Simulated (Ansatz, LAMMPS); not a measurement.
# Static equation of state of amorphous carbon (106 atoms)

Density of this cell: 2.00 g/cm³. The cell holds 106 atoms: 106 C. Its edges and angles: a = 10.468 Å, b = 10.179 Å, c = 9.919 Å, α = 90.4°, β = 91.1°, γ = 91.8°. The starting structure: 106 atoms (106 C) placed at random at 1.71 g/cm³, melted at 6000 K for 10 ps at fixed volume with the LCBOP (Los and Fasolino, Phys. Rev. B 68, 024107 (2003)). Quenched from 6000 K to 100 K at 500 K/ps and fixed volume, held 5 ps, then minimised at fixed cell.

Calculated with Ansatz 0.2.0: Kohn-Sham DFT, PBE, PAW (set soft_2), plane waves; cutoff 420 eV, Γ point, fermi-dirac smearing of 0.05 eV. Cell and atoms were relaxed first, to V0 = 9.9632 Å³ an atom at a residual P0 = 0.011 GPa. The cell was then scaled evenly, and the atoms were relaxed at each volume.

| volume (Å³/atom) | pressure (GPa) |
| --- | --- |
| 8.9669 | ? |
| 9.3654 | 6.570 |
| 9.6643 | 4.697 |
| 10.262 | -4.508 |
| 10.561 | -8.577 |

Task: Fit the third-order Birch–Murnaghan equation to the rows given and extrapolate to the withheld row.

**Working.**

Take the Eulerian strain f = ½[(V0/V)^(2/3) − 1] and the normalised pressure F = (P − P0) / [3f(1 + 2f)^(5/2)]. The third-order Birch–Murnaghan equation is then the line F = B0 + (3/2)B0(B′ − 4) f, so u = f and v = F.

| u = f | v = F (GPa) |
| --- | --- |
| 0.0210562 | 93.6606 |
| 0.0102566 | 144.743 |
| -0.00975642 | 162.186 |
| -0.0190507 | 165.592 |

With n = 4: mean u = 6.2643e-4, mean v = 141.545, Σ(u − ū)² = 0.0010051, Σ(u − ū)(v − v̄) = -1.6350. Slope b = -1.6350 / 0.0010051 = -1626.6; intercept a = v̄ − b ū = 142.56.

So B0 = a = 143 GPa and B′ = 4 + 2b/(3a) = -3.61. At the withheld volume f = 0.03638, F = a + b f = 83.38 GPa, and P = P0 + 3f(1 + 2f)^(5/2) F.

Prediction at 8.9669: 10.86 GPa. The run gave 12.06 GPa, so the fit is low by 1.2 GPa (10.0 % of the value).

The series isn't one smooth equation of state: even a line fitted to all rows, the withheld one included, misses F by up to 19.5 %, the count of bonds changes along the series and an atom moves over 0.5 Å in some relaxation. B0 and B′ are then only the numbers of this fit, not moduli of the material. Among the rows given, the largest miss of the fit is at 9.3654, by 1.0 GPa (5.0 % of the range of the table).

Limits: Static cells at zero temperature; the cell shape is held. The program notes that the SCF threshold of these relaxations is loose for the stress. The quench rate of 500 K/ps is many orders above laboratory rates, so the cell is likely richer in defects and strain than a real sample. The network of bonds at the start is that of the classical potential that made the cell, and needn't be the one that DFT or experiment would give. Only the Γ point is sampled, in a cell whose shortest periodic width is 10 Å, which is coarse for a cell with partly filled levels.

[Hosts, paths, dates, database ids (printed as entryN), source tags and the programs' standing remarks are cut or masked in the printed files.]
